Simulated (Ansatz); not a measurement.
Planning a GW calculation on CsPbI2Br (P4/mmm).

```
Cs Pb I Br
1.0
     6.37530    0.00000    0.00000
     0.00000    6.37530    0.00000
     0.00000    0.00000    5.96222
Cs Pb I Br
1 1 2 1
Cartesian
  3.1876 3.1876 2.9811
  0.0000 0.0000 0.0000
  0.0000 3.1876 0.0000
  3.1876 0.0000 0.0000
  0.0000 0.0000 2.9811
```

The cell and positions are those that the Materials Project relaxed with its own functionals (PBE, PBE+U or r2SCAN), kept fixed. Spin-orbit coupling is left out unless a run names it.

Runs so far (Ansatz 0.2.0, start PBE, PAW set soft_1 files, 4×4×4 mesh). Times are wall times on 1 × NVIDIA H100 80GB HBM3 (shared by 6 runs) with 2 threads of AMD EPYC 7R13 (Zen 3), shared host, good to a factor of about two.

```
bands summed  cutoff (eV)  gap on the mesh (eV)  time
         198           45                 2.139  32 s
         501           90                 2.301  53 s
```

What should the next rung give, with 1042 bands and screening to 150 eV, and where is the limit?

The error falls about as one over the bands when the cutoff rises with them. A line through the two highest rungs given predicts 2.356 eV; the run gave 2.436 eV, a miss of 0.079 eV, so the law fails here: the steps don't follow it yet. The two highest rungs put the limit near 2.560 eV, the pair below near 2.407 eV; neither can be trusted until a further rung is run.

Gaps are over the mesh's points; an edge off the mesh would be missed. Limits: not at the basis limit; no spin-orbit coupling.

[Paths, hosts, dates, memory and timing lines, banners, echoed tables and standing remarks are left out of the program output.]

[Logs are printed without paths, hosts, clocks, repeated set-up lines and the standing remarks that a program may print on its own settings, such as how far it seeks lower states.]

[Runs of the session that timed out or met a known fault of the program may be left out.]

[Cells called generated may have been cut or substituted from an entry of the Crystallography Open Database or the Materials Project.]

[Hosts, paths, dates, database ids (printed as entryN), source tags and the programs' standing remarks are cut or masked in the printed files.]
